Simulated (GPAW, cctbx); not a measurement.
# How far are the atoms of CdAsRh from free atoms?

Question: by how much does bonding change the X-ray structure factors of CdAsRh, how firmly does DFT give the change, and what does a routine refinement make of it?

The cell comes from substitution in a known structure type and wasn't matched to any measured phase. All numbers below are calculated.

## Step 1: Find the equilibrium geometry

The density hangs on the geometry, so cell and atoms are relaxed first, with the symmetry held. The cutoff is set higher than for the density because stress converges slowly with plane waves.

Settings: GPAW 26.7.0, PBE, 570 eV, 5×3×3 k-points (along the axes of the calculation cell), Fermi–Dirac width 0.1 eV, BFGS to 0.03 eV/Å.

```text
cell
1.0
     0.000000000    0.000000000    3.971000000
     7.098000000    0.000000000    0.000000000
    -3.549000000    6.147048316    0.000000000
Cd Rh As
3 3 3
Direct
0.500000000 0.586600000 0.000000000
0.500000000 0.413400000 0.413400000
0.500000000 0.000000000 0.586600000
0.000000000 0.262900000 0.000000000
0.000000000 0.737100000 0.737100000
0.000000000 0.000000000 0.262900000
0.500000000 0.000000000 0.000000000
0.000000000 0.333333333 0.666666667
0.000000000 0.666666667 0.333333333
```

```console
$ OMP_NUM_THREADS=1 mpirun -n 4 gpaw python run.py > gpaw.log
```

```text
BFGS:    0      -39.194890        0.991904
BFGS:    1      -39.237524        0.950392
BFGS:    2      -39.581935        0.450590
BFGS:    3      -39.632908        0.343429
...
BFGS:   13      -39.665039        0.038396
BFGS:   14      -39.665410        0.034936
BFGS:   15      -39.665573        0.029327
cell  3.9047 6.8736 6.8736  120.00 90.00 90.00
volume 159.769 A^3, largest force 0.020 eV/A, largest stress 0.26 GPa
```

After 15 steps the volume has changed by -7.8 % and the energy by -0.471 eV; the largest stress left is 0.26 GPa. It took 5.8 min on 4 cores of Arm Neoverse V1 (shared host), peak memory 1.2 GiB.

Relaxed structure: P-62m (no. 189), a = 6.8736 Å, b = 6.8736 Å, c = 3.9047 Å, α = 90.00°, β = 90.00°, γ = 120.00°.

```csv
atom,mult.,x,y,z
Cd1,3,0.5830,0,1/2
Rh1,3,0.2458,0,0
As1,1,0,0,1/2
As2,2,1/3,2/3,0
```

## Step 2: Density and charge transfer

X-rays see the whole electron density, so the PAW density is rebuilt with its core regions. Subtracting spherical free atoms from the same code cancels the cores and leaves the deformation density Δρ, the part due to bonding.

Settings: PBE, 450 eV, 6×4×4 k-points (along the axes of the calculation cell), Fermi–Dirac width 0.1 eV; primitive cell of 9 atoms.

```console
$ OMP_NUM_THREADS=1 mpirun -n 4 gpaw python run.py > gpaw.log
```

```text
|iter:   1|       0s |  -40.957898 | +0.10 |       |
|iter:   2|       2s |  -40.707831 | -1.87 | -1.32 |
|iter:   3|       4s |  -40.720807 | -1.02 | -1.35 |
...
|iter:  10|      17s |  -39.489015c| -6.03 | -4.14c|
|iter:  11|      19s |  -39.489017c| -6.73 | -4.61c|
|iter:  12|      21s |  -39.489015c| -7.41c| -5.05c|
```

```text
grid (40, 70, 70)  electrons 378.000  moved by bonding 1.816 e
deformation density beyond 0.5 A of the nuclei: max 0.253, min -0.309 e/A^3
atom        x       y       z   Voronoi charge  moment
Cd1    0.5000  0.5830  0.0000      0.298       0.00
Cd2    0.5000  0.4170  0.4170      0.298       0.00
Cd3    0.5000  0.0000  0.5830      0.298       0.00
Rh4    0.0000  0.2458  0.0000     -0.143       0.00
Rh5    0.0000  0.7542  0.7542     -0.143       0.00
Rh6    0.0000  0.0000  0.2458     -0.143       0.00
As7    0.5000  0.0000  0.0000     -0.073       0.00
As8    0.0000  0.3333  0.6667     -0.196       0.00
As9    0.0000  0.6667  0.3333     -0.196       0.00
mean inner potential of superposed free atoms 22.807 V
total magnetic moment 0.000 muB
```

Deformation density in a plane through the shortest contact of the Rh atom at the origin, in 0.01 e/Å³ (clipped at ±99); x from -1.6 to 4.2 Å, y from 2.4 down to -2.4 Å:

```text
  6   0  -4   .   .  -3   2   3   3   3   3   2  -1  -5  -4   .
  4   0  -5  -5  -4  -1   3   3   3   3   3   2   0  -4  -3   .
  1   1   0   2   3   3   2   2   2   3   3   3   1  -2  -7  -2
  1   1   3   6   5   3   2   2   2   3   3   2   0  -1  -2  -5
  1   1   2   1  -3   1   0   2   2   2  -1  -3  -4  -1   0   0
  1   1  -2  -6   .  24   1   2   3  -2  -5   .  -7  -3   1   2
  1   1  -4   .   .   .  -7   4   5  -3   .   .   .  -2   3   3
  1   2   1  12   .  -9   0   4   4  -3  -5   .  -5   0   3   3
  0   2   3   3  -3  -4   0   2   2  -1  -2  -1   1   2   2   2
 -1   1   2   2   1   1   1   1   1   1   4   6   4   2   2   2
 -1   0   0   1   1   1   1   1   1   1   3   3   0   0   1   2
 -1  -1  -2  -3  -4  -3  -1   0   1   0  -1  -9  -5   8   0   3
  0  -2  -6  -6  -2  -5  -5  -1   1  -1  -7   .   .   0  -1   5
```

Atoms in or within 0.15 Å of the plane: Rh (0.0, 0.0), As (2.6, 0.0) Å. Dots mark points within about 0.45 Å of a nucleus; large values next to them are atomic features.

As gains most (-0.15 e) and Cd loses most (+0.30 e), in averages over each element's sites, which isn't the order of electronegativity: valence and coordination count too, and Voronoi cells cut space at the midplane whatever the atoms' sizes. Such charges fall far short of formal ones, since overlapping free atoms already put density on their neighbours. Along the shortest contact from the Rh atom at the map's origin, Rh–As at 2.58 Å, Δρ is +0.06 e/Å³ at the midpoint: a modest build-up. At the midpoints of other shortest contacts it is +0.01 (Cd–As, 2.84 Å), +0.03 (Rh–Rh, 2.93 Å) and +0.02 (Cd–Rh, 3.03 Å) e/Å³. Point values carry grid noise of about 0.01 e/Å³. The run needed 12 iterations, 32 s.

## Step 3: Structure factors

The Fourier components of Δρ, added to those of the free atoms, give the static X-ray structure factors; the Mott–Bethe relation turns them into the Fourier components V of the potential that fast electrons feel.

```text
static structure factors of the conventional cell: F in electrons, V (Mott-Bethe) in volts
   h  k  l      d  |F| table  |F| free   |F| DFT   change   |V| free  |V| DFT  change %
   1  0  0  5.9527    11.406    11.379    11.520    0.141     0.772    0.629    -18.6
   0  0  1  3.9047    20.470    20.317    21.090    0.773     1.611    1.273    -21.0
   1  1  0  3.4368     4.107     4.085     3.710   -0.375     0.328    0.215    -34.4
   1  0  1  3.2650    15.204    15.112    14.996   -0.116     0.462    0.497      7.7
   2  0  0  2.9764    44.147    44.169    43.899   -0.270     1.859    1.928      3.7
   1  1  1  2.5798   149.588   149.413   149.118   -0.295     6.542    6.598      0.9
   2  0  1  2.3671   163.735   163.594   163.360   -0.233     7.015    7.052      0.5
   2  1  0  2.2499   132.693   132.499   132.179   -0.320     5.543    5.589      0.8
   3  0  0  1.9842   136.298   136.134   135.772   -0.362     5.434    5.475      0.8
   0  0  2  1.9524   278.324   277.964   277.234   -0.730    10.939   11.019      0.7
   2  1  1  1.9494    72.252    72.187    71.887   -0.300     2.948    2.981      1.1
   1  0  2  1.8551     8.301     8.315     8.096   -0.220     0.377    0.399      5.8
   3  0  1  1.7689    16.102    16.093    15.920   -0.174     0.664    0.679      2.3
   2  2  0  1.7184    65.665    65.501    65.619    0.118     2.373    2.363     -0.4
```

The largest X-ray change is +0.77 e on 001, 3.8 % of |F|. For electrons V goes as (Z − F)/g², so a change of F counts against Z − F, which is small at low angle and wherever the atoms' terms cancel: |V| of 110 moves by -34.4 % (0.33 to 0.21 V) against -9.2 % in |F|. The tabulated Hartree–Fock atoms differ from the free DFT atoms by up to 0.36 e, so the choice of reference atom matters too.

## Step 4: Which functional?

The same geometry is run with other functionals, to see whether the bonding signal is larger than the spread between approximations. Free atoms are LDA for LDA and PBE otherwise; meta-GGAs and hybrids keep PBE cores. Any other changed setting is in the row's label.

| run | ΔF 001 (e) | ΔF 002 (e) | ΔF 110 (e) | q(As) (e) | moved (e) | time |
| --- | --- | --- | --- | --- | --- | --- |
| PBE | +0.773 | -0.730 | -0.375 | -0.155 | 1.816 | 32 s |
| LDA | +0.749 | -0.735 | -0.352 | -0.137 | 1.729 | 31 s |
| r2SCAN | +0.879 | -0.731 | -0.453 | -0.205 | 2.004 | 81 s |
| PBE width 1.2 (unsound) | +0.474 | -0.611 | -0.373 | -0.189 | 1.467 | 56 s |

At the base's settings ΔF(001) spans +0.749 to +0.879 e, a spread of 17 % of the PBE value; over the three listed reflections the spread is at most 27 %, so the sign holds and the size hangs on the functional. The run marked unsound (smearing far too wide) misses ΔF(001) by 0.299 e. Times are from shared hosts.

## Step 5: Refining ordinary atoms against data with bonding

Routine crystallography fits spherical atoms. To see the bias, intensities are simulated from tabulated atoms plus the DFT change ΔF, so that bonding alone can misfit (5324 reflections of the full sphere, merged to the counts below, to 0.5 Å, 0.5 % proportional noise plus counting noise, assumed isotropic U as listed, Δρ smeared by the mean U) and refined with cctbx over different ranges.

| range | data | R1 | GooF | U Cd1 (true 0.0029) | U Rh1 (true 0.003) | U As1 (true 0.0034) | U As2 (true 0.0034) | largest shift (Å) | Δρ max, min (e/Å³) |
| --- | --- | --- | --- | --- | --- | --- | --- | --- | --- |
| all data | 533 | 0.0037 | 0.95 | 0.0029 | 0.0030 | 0.0033 | 0.0034 | 0.0001 | 0.29, -0.28 |
| low resolution, d > 0.84 | 129 | 0.0030 | 1.04 | 0.0028 | 0.0030 | 0.0034 | 0.0033 | 0.0003 | 0.16, -0.13 |
| high order, d < 0.75 | 362 | 0.0042 | 0.93 | 0.0029 | 0.0030 | 0.0033 | 0.0034 | 0.0001 | 0.20, -0.25 |
| occupancies free, d > 0.7 | 209 | 0.0030 | 0.97 | 0.0029 | 0.0030 | 0.0034 | 0.0034 | 0.0001 | 0.17, -0.18 |

With all data GooF is 0.95, so at this noise the bonding hardly shows; the top residual peak, near noise level, lies 1.47 Å from Rh and 1.47 Å from Rh, between them. No U is off by more than 3 s.u. at low resolution. With Cd1 held at 1 and the scale free, the other occupancies refine to Rh1 0.999(0.001), As1 1.001(0.002) and As2 1.001(0.002), within three s.u. of full.

## Step 6: Answer

Bonding moves 1.82 e in the primitive cell of CdAsRh and changes the structure factors of the conventional cell in the table above by at most 0.77 e (001, 3.8 %). The shortest bond, Rh–As, has Δρ = +0.06 e/Å³ at its midpoint. At the base's settings ΔF(001) spans +0.749 to +0.879 e, a spread of 17 % of the PBE value; over the three listed reflections the spread is at most 27 %, so the sign holds and the size hangs on the functional. With all data GooF is 0.95, so at this noise the bonding hardly shows. Limits: static density, frozen cores, no spin–orbit coupling.

[Outputs are excerpts: Python notices, other lines and further rows are left out; steps that failed or that the build refused (PBEsol, TPSS) are not shown.]

[Logs are printed without paths, hosts, clocks, repeated set-up lines and the standing remarks that a program may print on its own settings, such as how far it seeks lower states.]
